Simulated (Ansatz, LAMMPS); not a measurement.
# Static equation of state of glassy 63GeO2-37SiO2 (mol %) (105 atoms)

Density of this cell: 3.18 g/cm³. The cell holds 105 atoms: 22 Ge, 13 Si and 70 O. Cell: a = 11.919 Å, b = 11.812 Å, c = 11.435 Å, α = 92.2°, β = 90.9°, γ = 90.3°. The starting structure: 105 atoms (22 Ge, 13 Si, 70 O) placed at random at 3.15 g/cm³, melted at 4000 K for 10 ps at fixed volume with the Morse and Coulomb pair potential with partial charges (Pedone, Malavasi, Menziani, Cormack and Segre, J. Phys. Chem. B 110, 11780 (2006)). Quenched from 4000 K to 300 K at 25 K/ps and fixed volume, held 10 ps at zero pressure, then minimised at fixed cell.

Calculated with Ansatz 0.2.0: Kohn-Sham DFT, PBE, PAW (set soft_2), plane waves; cutoff 420 eV, Γ point, fixed occupations. Cell and atoms were relaxed first, to V0 = 15.318 Å³ an atom at a residual P0 = -0.006 GPa. The cell was then scaled evenly, and the atoms were relaxed at each volume.

| volume (Å³/atom) | pressure (GPa) |
| --- | --- |
| 13.786 | 3.842 |
| 14.399 | ? |
| 14.858 | 1.127 |
| 15.777 | -1.138 |
| 16.237 | -2.208 |

**Question.** Fit the third-order Birch–Murnaghan equation to the rows given and interpolate to the withheld row.

Worked fit:

Take the Eulerian strain f = ½[(V0/V)^(2/3) − 1] and the normalised pressure F = (P − P0) / [3f(1 + 2f)^(5/2)]. The third-order Birch–Murnaghan equation is then the line F = B0 + (3/2)B0(B′ − 4) f, so u = f and v = F.

| u = f | v = F (GPa) |
| --- | --- |
| 0.0363830 | 29.5782 |
| 0.0102572 | 34.9980 |
| -0.00975640 | 40.6348 |
| -0.0190505 | 42.4523 |

With n = 4: mean u = 0.00445832, mean v = 36.9158, Σ(u − ū)² = 0.0018075, Σ(u − ū)(v − v̄) = -0.42839. Slope b = -0.42839 / 0.0018075 = -237.00; intercept a = v̄ − b ū = 37.972.

So B0 = a = 38.0 GPa and B′ = 4 + 2b/(3a) = -0.161. At the withheld volume f = 0.02106, F = a + b f = 32.98 GPa, and P = P0 + 3f(1 + 2f)^(5/2) F.

Prediction at 14.399: 2.303 GPa. The run gave 1.727 GPa, so the fit is high by 0.58 GPa (33 % of the value).

The series isn't one smooth equation of state: even a line fitted to all rows, the withheld one included, misses F by up to 23.7 %, the count of bonds changes along the series and an atom moves over 0.5 Å in some relaxation. B0 and B′ are then only the numbers of this fit, not moduli of the material. Among the rows given, the largest miss of the fit is at 13.786, by 0.030 GPa (0.49 % of the range of the table).

Limits: Static cells at zero temperature; the cell shape is held. The program notes that the SCF threshold of these relaxations is loose for the stress. The quench rate of 25 K/ps is many orders above laboratory rates, so the cell is likely richer in defects and strain than a real sample. The network of bonds at the start is that of the classical potential that made the cell, and needn't be the one that DFT or experiment would give. Only the Γ point is sampled, in a cell whose shortest periodic width is 11 Å.

[Hosts, paths, dates, database ids (printed as entryN), source tags and the programs' standing remarks are cut or masked in the printed files.]
